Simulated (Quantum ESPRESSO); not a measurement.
# TaN (Fm-3m): pw.x, ph.x and EPW, part 2 of 2

The plan: phonons and Wannier functions of TaN (Fm-3m), and, if the interpolated phonons are stable, its coupling and resistivity.

Quantum ESPRESSO 7.5; DFT LDA, scalar-relativistic, plane waves, PseudoDojo 0.4.1 norm-conserving pseudopotentials.

So far. Step 2 (Relaxation): The volume ends at 10.20 Å³ an atom, -1.4 % from the start. Step 3 (Ground state): The Fermi level lies at 22.19 eV and the pressure is -0.004 GPa.

## (4) Phonons on the coarse mesh

ph.x gives the dynamical matrices and the changes of the potential on a coarse q mesh, which EPW interpolates.

ph.in reads:

```
phonons
 &inputph
    prefix='x',
    outdir='./tmp',
    tr2_ph=1.0d-14,
    fildyn='x.dyn',
    fildvscf='dvscf',
    ldisp=.true.,
    nq1=4,
    nq2=4,
    nq3=4,
    alpha_mix(1)=0.5,
    amass(1)=180.9479,
    amass(2)=14.007,
 /
```

Launch:

```console
OMP_NUM_THREADS=1 mpirun -n 8 ph.x -nk 8 -in ph.in > ph.out
```

The log of the run:

```text
[banner, memory and clock lines left out]
Program PHONON v.7.5

     ./tmp/x.save/

     IMPORTANT: XC functional enforced from input :
     Exchange-correlation= PW
                           (   1   4   0   0   0   0   0)
     Any further DFT definition will be discarded
     Please, verify this is what you really want

     G-vector sticks info

     Reading collected, re-writing distributed wavefunctions in ./tmp/

     Dynamical matrices for ( 4, 4, 4)  uniform grid of q-points
     (   8 q-points):
       N         xq(1)         xq(2)         xq(3)
       1   0.000000000   0.000000000   0.000000000
       2   0.176776695   0.176776695  -0.176776695
       3  -0.353553391  -0.353553391   0.353553391
       4   0.353553391   0.000000000   0.000000000
       5  -0.176776695  -0.530330086   0.530330086
       6   0.000000000  -0.353553391   0.353553391
       7  -0.707106781   0.000000000   0.000000000
       8  -0.707106781   0.353553391   0.000000000

     Number and degeneracy of irreps per q-point
       N         xq(1)         xq(2)         xq(3)   N irreps
       1   0.000000000   0.000000000   0.000000000       2
        3   3
       2   0.176776695   0.176776695  -0.176776695       4
        1   1   2   2
       3  -0.353553391  -0.353553391   0.353553391       4
        1   2   1   2
       4   0.353553391   0.000000000   0.000000000       4
        1   1   2   2
       5  -0.176776695  -0.530330086   0.530330086       6
     No degeneracy
       6   0.000000000  -0.353553391   0.353553391       6
     No degeneracy
       7  -0.707106781   0.000000000   0.000000000       4
        1   1   2   2
       8  -0.707106781   0.353553391   0.000000000       4
        1   1   2   2

     Saving dvscf to file. Distribute only q points, not irreducible representations.

     Calculation of q =    0.0000000   0.0000000   0.0000000

Possibly too few bands at point    1   0.00000   0.00000   0.00000

     phonons

     bravais-lattice index     =            0
     lattice parameter (alat)  =       5.7964  a.u.
     unit-cell volume          =     137.7106 (a.u.)^3
     number of atoms/cell      =            2
     number of atomic types    =            2
     kinetic-energy cut-off    =      84.0000  Ry
     charge density cut-off    =     336.0000  Ry
     convergence threshold     =      1.0E-14
     beta                      =       0.5000
     number of iterations used =            4
     Exchange-correlation= PW
                           (   1   4   0   0   0   0   0)

     celldm(1)=    5.79643  celldm(2)=    0.00000  celldm(3)=    0.00000
     celldm(4)=    0.00000  celldm(5)=    0.00000  celldm(6)=    0.00000

     crystal axes: (cart. coord. in units of alat)
               a(1) = (  0.0000  0.7071  0.7071 )
               a(2) = (  0.7071  0.0000  0.7071 )
               a(3) = (  0.7071  0.7071  0.0000 )

     reciprocal axes: (cart. coord. in units 2 pi/alat)
               b(1) = ( -0.7071  0.7071  0.7071 )
               b(2) = (  0.7071 -0.7071  0.7071 )
               b(3) = (  0.7071  0.7071 -0.7071 )

     Atoms inside the unit cell:

     Cartesian axes

     site n.  atom      mass           positions (alat units)
        1  Ta    180.9479   tau(    1) = (    0.70711    0.70711    0.70711  )
        2  N      14.0070   tau(    2) = (    0.00000    0.00000    0.00000  )

     Computing dynamical matrix for
                    q = (   0.0000000   0.0000000   0.0000000 )

     49 Sym.Ops. (with q -> -q+G )

     G cutoff =  285.9573  (  14331 G-vectors)     FFT grid: ( 36, 36, 36)

     number of k points=    29  Marzari-Vanderbilt smearing, width (Ry)=  0.0200

     PseudoPot. # 1 for Ta read from file:
     ./pseudo/Ta.upf
     Pseudo is Norm-conserving + core correction, Zval = 13.0
     Using radial grid of 1432 points,  8 beta functions with:
                l(1) =   0
                l(2) =   0
                l(3) =   1
                l(4) =   1
                l(5) =   2
                l(6) =   2
                l(7) =   3
                l(8) =   3

     PseudoPot. # 2 for N  read from file:
     ./pseudo/N.upf
     Pseudo is Norm-conserving + core correction, Zval =  5.0
     Using radial grid of 1058 points,  4 beta functions with:
                l(1) =   0
                l(2) =   0
                l(3) =   1
                l(4) =   1

     Mode symmetry, O_h (m-3m)  point group:

     Atomic displacements:
     There are    2 irreducible representations

     Representation     1      3 modes -  To be done

     Representation     2      3 modes -  To be done

     Alpha used in Ewald sum =   2.8000

     Representation #   1 modes #   1   2   3

     Self-consistent Calculation

     Pert. #  1: Fermi energy shift (Ry) =    -4.0120E-26    -1.8808E-37
     Pert. #  2: Fermi energy shift (Ry) =    -3.7697E-26    -5.9558E-37
     Pert. #  3: Fermi energy shift (Ry) =     4.6313E-26    -3.1347E-37

      thresh= 1.000E-02 alpha_mix =  0.500 |ddv_scf|^2 =  6.110E-07

     Pert. #  1: Fermi energy shift (Ry) =     1.2925E-26    -1.4694E-39
     Pert. #  2: Fermi energy shift (Ry) =    -6.0315E-26    -4.4081E-39
     Pert. #  3: Fermi energy shift (Ry) =    -6.4623E-26    -1.4694E-39

      thresh= 7.817E-05 alpha_mix =  0.500 |ddv_scf|^2 =  2.137E-08

     Pert. #  1: Fermi energy shift (Ry) =     1.4217E-25    -7.3468E-40
     Pert. #  2: Fermi energy shift (Ry) =     8.1856E-26     4.8979E-40
     Pert. #  3: Fermi energy shift (Ry) =    -8.4011E-26     8.5713E-40

      thresh= 1.462E-05 alpha_mix =  0.500 |ddv_scf|^2 =  4.224E-10

     Pert. #  1: Fermi energy shift (Ry) =     8.8319E-26     0.0000E+00
     Pert. #  2: Fermi energy shift (Ry) =    -1.6156E-27     0.0000E+00
     Pert. #  3: Fermi energy shift (Ry) =     2.2080E-26     1.9132E-41

      thresh= 2.055E-06 alpha_mix =  0.500 |ddv_scf|^2 =  2.010E-11

     Pert. #  1: Fermi energy shift (Ry) =     4.2005E-26    -1.9132E-42
     Pert. #  2: Fermi energy shift (Ry) =     4.5775E-26     1.8176E-41
     Pert. #  3: Fermi energy shift (Ry) =    -7.2701E-26     2.8699E-42

      thresh= 4.484E-07 alpha_mix =  0.500 |ddv_scf|^2 =  1.963E-13

     Pert. #  1: Fermi energy shift (Ry) =     7.2163E-26    -6.6963E-42
[...]
thresh= 4.431E-08 alpha_mix =  0.500 |ddv_scf|^2 =  3.723E-15

     End of self-consistent calculation

     Convergence has been achieved

     Representation #   2 modes #   4   5   6

     Self-consistent Calculation

[...]
thresh= 1.000E-02 alpha_mix =  0.500 |ddv_scf|^2 =  2.053E-06

[...]
thresh= 1.433E-04 alpha_mix =  0.500 |ddv_scf|^2 =  4.554E-08

[...]
G-vector sticks info

     Title:
     phonons

     bravais-lattice index     =            0
     lattice parameter (alat)  =       5.7964  a.u.
     unit-cell volume          =     137.7106 (a.u.)^3
     number of atoms/cell      =            2
     number of atomic types    =            2
     number of electrons       =        18.00
     number of Kohn-Sham states=           13
     kinetic-energy cutoff     =      84.0000  Ry
     charge density cutoff     =     336.0000  Ry
     Exchange-correlation= PW
                           (   1   4   0   0   0   0   0)

     celldm(1)=   5.796433  celldm(2)=   0.000000  celldm(3)=   0.000000
     celldm(4)=   0.000000  celldm(5)=   0.000000  celldm(6)=   0.000000

     crystal axes: (cart. coord. in units of alat)
               a(1) = (   0.000000   0.707107   0.707107 )
               a(2) = (   0.707107   0.000000   0.707107 )
               a(3) = (   0.707107   0.707107   0.000000 )

     reciprocal axes: (cart. coord. in units 2 pi/alat)
               b(1) = ( -0.707107  0.707107  0.707107 )
               b(2) = (  0.707107 -0.707107  0.707107 )
               b(3) = (  0.707107  0.707107 -0.707107 )

     PseudoPot. # 1 for Ta read from file:
     ./pseudo/Ta.upf
     Pseudo is Norm-conserving + core correction, Zval = 13.0
     Using radial grid of 1432 points,  8 beta functions with:
[...]
PseudoPot. # 2 for N  read from file:
     ./pseudo/N.upf
     Pseudo is Norm-conserving + core correction, Zval =  5.0
     Using radial grid of 1058 points,  4 beta functions with:
[...]
atomic species   valence    mass     pseudopotential
     Ta               13.00   180.94790     Ta( 1.00)
     N                 5.00    14.00700     N ( 1.00)

     48 Sym. Ops., with inversion, found

   Cartesian axes

     site n.     atom                  positions (alat units)
         1        Ta     tau(   1) = (   0.7071068   0.7071068   0.7071068  )
         2        N      tau(   2) = (   0.0000000   0.0000000   0.0000000  )

     number of k points=   174  Marzari-Vanderbilt smearing, width (Ry)=  0.0200

     Number of k-points >= 100: set verbosity='high' to print them.

     Dense  grid:    14331 G-vectors     FFT dimensions: (  36,  36,  36)

     The potential is recalculated from file :
     ./tmp/_ph0/x.q_8/x.save/charge-density

     Starting wfcs are   14 atomic wfcs

     Band Structure Calculation
     Davidson diagonalization with overlap

     ethr =  5.56E-11,  avg # of iterations = 14.3

     End of band structure calculation

     Number of k-points >= 100: set verbosity='high' to print the bands.

     the Fermi energy is    22.1857 ev

     Writing config to output data dir ./tmp/_ph0/x.q_8/x.save/ :
     XML data file

Possibly too few bands at point    1   0.00000   0.00000   0.00000

     phonons

     bravais-lattice index     =            0
     lattice parameter (alat)  =       5.7964  a.u.
     unit-cell volume          =     137.7106 (a.u.)^3
     number of atoms/cell      =            2
     number of atomic types    =            2
     kinetic-energy cut-off    =      84.0000  Ry
     charge density cut-off    =     336.0000  Ry
     convergence threshold     =      1.0E-14
     beta                      =       0.5000
     number of iterations used =            4
     Exchange-correlation= PW
                           (   1   4   0   0   0   0   0)

     celldm(1)=    5.79643  celldm(2)=    0.00000  celldm(3)=    0.00000
     celldm(4)=    0.00000  celldm(5)=    0.00000  celldm(6)=    0.00000

     crystal axes: (cart. coord. in units of alat)
               a(1) = (  0.0000  0.7071  0.7071 )
               a(2) = (  0.7071  0.0000  0.7071 )
               a(3) = (  0.7071  0.7071  0.0000 )

     reciprocal axes: (cart. coord. in units 2 pi/alat)
               b(1) = ( -0.7071  0.7071  0.7071 )
               b(2) = (  0.7071 -0.7071  0.7071 )
               b(3) = (  0.7071  0.7071 -0.7071 )

     Atoms inside the unit cell:

     Cartesian axes

     site n.  atom      mass           positions (alat units)
        1  Ta    180.9479   tau(    1) = (    0.70711    0.70711    0.70711  )
        2  N      14.0070   tau(    2) = (    0.00000    0.00000    0.00000  )

     Computing dynamical matrix for
                    q = (  -0.7071068   0.3535534   0.0000000 )

      8 Sym.Ops. (no q -> -q+G )

     G cutoff =  285.9573  (  14331 G-vectors)     FFT grid: ( 36, 36, 36)

     number of k points=   174  Marzari-Vanderbilt smearing, width (Ry)=  0.0200

     PseudoPot. # 1 for Ta read from file:
     ./pseudo/Ta.upf
     Pseudo is Norm-conserving + core correction, Zval = 13.0
     Using radial grid of 1432 points,  8 beta functions with:
[...]
l(5) =   2
                l(6) =   2
                l(7) =   3
                l(8) =   3

     PseudoPot. # 2 for N  read from file:
     ./pseudo/N.upf
     Pseudo is Norm-conserving + core correction, Zval =  5.0
     Using radial grid of 1058 points,  4 beta functions with:
                l(1) =   0
                l(2) =   0
                l(3) =   1
                l(4) =   1

     Mode symmetry, D_2d (-42m) point group:

     Atomic displacements:
     There are    4 irreducible representations

     Representation     1      1 modes -  To be done

     Representation     2      1 modes -  To be done

     Representation     3      2 modes -  To be done

     Representation     4      2 modes -  To be done

     Alpha used in Ewald sum =   2.8000

     Representation #   1 mode #   1

     Self-consistent Calculation

[...]
End of self-consistent calculation

     Convergence has been achieved

     Representation #   2 mode #   2

     Self-consistent Calculation

[...]
End of self-consistent calculation

     Convergence has been achieved

     Representation #   3 modes #   3   4

     Self-consistent Calculation

[...]
thresh= 4.506E-08 alpha_mix =  0.500 |ddv_scf|^2 =  4.640E-15

     End of self-consistent calculation

     Convergence has been achieved

     Representation #   4 modes #   5   6

     Self-consistent Calculation

      thresh= 1.000E-02 alpha_mix =  0.500 |ddv_scf|^2 =  8.469E-06

      thresh= 2.910E-04 alpha_mix =  0.500 |ddv_scf|^2 =  6.087E-07

      thresh= 7.802E-05 alpha_mix =  0.500 |ddv_scf|^2 =  5.963E-09

      thresh= 7.722E-06 alpha_mix =  0.500 |ddv_scf|^2 =  1.243E-10

      thresh= 1.115E-06 alpha_mix =  0.500 |ddv_scf|^2 =  7.296E-13

      thresh= 8.542E-08 alpha_mix =  0.500 |ddv_scf|^2 =  6.374E-14

      thresh= 2.525E-08 alpha_mix =  0.500 |ddv_scf|^2 =  1.114E-15

     End of self-consistent calculation

     Convergence has been achieved

     Number of q in the star =    6
     List of q in the star:
          1  -0.707106781   0.353553391  -0.000000000
          2   0.707106781   0.000000000   0.353553391
          3   0.707106781   0.000000000  -0.353553391
          4   0.707106781  -0.353553391   0.000000000
          5   0.353553391   0.000000000  -0.707106781
          6  -0.353553391  -0.000000000   0.707106781

     Diagonalizing the dynamical matrix

     q = (   -0.707106781   0.353553391   0.000000000 )

 **************************************************************************
     freq (    1) =      -6.252494 [THz] =    -208.560746 [cm-1]
     freq (    2) =      -6.252494 [THz] =    -208.560746 [cm-1]
     freq (    3) =       3.152361 [THz] =     105.151444 [cm-1]
     freq (    4) =      11.837175 [THz] =     394.845646 [cm-1]
     freq (    5) =      11.837175 [THz] =     394.845646 [cm-1]
     freq (    6) =      18.315944 [THz] =     610.954132 [cm-1]
 **************************************************************************

     Mode symmetry, D_2d (-42m) point group:

     freq (   1-   2) =       -208.6  [cm-1]   --> E    X_5  W_3
     freq (   3-   3) =        105.2  [cm-1]   --> A_1  X_1  W_1
     freq (   4-   5) =        394.8  [cm-1]   --> E    X_5  W_3
     freq (   6-   6) =        611.0  [cm-1]   --> B_2  X_3  W_2
```

Elapsed: 23 min, on 8 MPI ranks of Arm Neoverse N1, shared host.

Numbers from this step:

* lowest frequency off the zone centre: -260.5 cm⁻¹
* largest magnitude of the acoustic modes at the zone centre, before the sum rule: 3.556 cm⁻¹

Frequencies at the irreducible wavevectors:

| q1 | q2 | q3 | star | mode 1 (cm⁻¹) | mode 2 (cm⁻¹) | mode 3 (cm⁻¹) | mode 4 (cm⁻¹) | mode 5 (cm⁻¹) | mode 6 (cm⁻¹) |
| --- | --- | --- | --- | --- | --- | --- | --- | --- | --- |
| 0 | 0 | 0 | 1 | -3.6 | -3.6 | -3.6 | 459.6 | 459.6 | 459.6 |
| 0 | 0 | 0.25 | 8 | 96.1 | 96.1 | 139.4 | 541.6 | 552.2 | 552.2 |
| 0 | 0 | 0.5 | 4 | 12.3 | 85 | 85 | 503.8 | 581.5 | 581.5 |
| 0 | 0.25 | 0.25 | 6 | 62.5 | 62.5 | 143.9 | 435.5 | 435.5 | 636.1 |
| 0 | 0.25 | 0.5 | 24 | -56 | -54 | 57.2 | 511.4 | 552.8 | 557 |
| 0 | 0.25 | -0.25 | 12 | -41.7 | 131.1 | 146.7 | 399.8 | 593.4 | 632.1 |
| 0 | 0.5 | 0.5 | 3 | -260.5 | -75.7 | -75.7 | 458.8 | 475.2 | 475.2 |
| 0.25 | 0.5 | -0.25 | 6 | -208.6 | -208.6 | 105.2 | 394.8 | 394.8 | 611 |

A mode is imaginary, 260i cm⁻¹, so the chain stops here. The acoustic modes at the centre lie within 3.6 cm⁻¹ of zero before the sum rule is imposed.

## (5) What came out

```json
{"lowest solved frequency off the zone centre": "-260 cm⁻¹"}
```

In words: ph.x finds an imaginary mode at a wavevector of the 4×4×4 mesh, so TaN (Fm-3m) is unstable at this level, on this k mesh and smearing, and no coupling or resistivity was computed.

[Long decimals in the printed logs are rounded to 6 places.]

[The logs of pw.x and epw.x are selected lines.]

[Logs are printed without paths, hosts, clocks, repeated set-up lines and the standing remarks that a program may print on its own settings, such as how far it seeks lower states.]

[Hosts, paths, dates, database ids (printed as entryN), source tags and the programs' standing remarks are cut or masked in the printed files.]

[Where an α²F curve comes without its own λ, its integral differs from the program's λ by over 10 % or holds noise near zero frequency.]
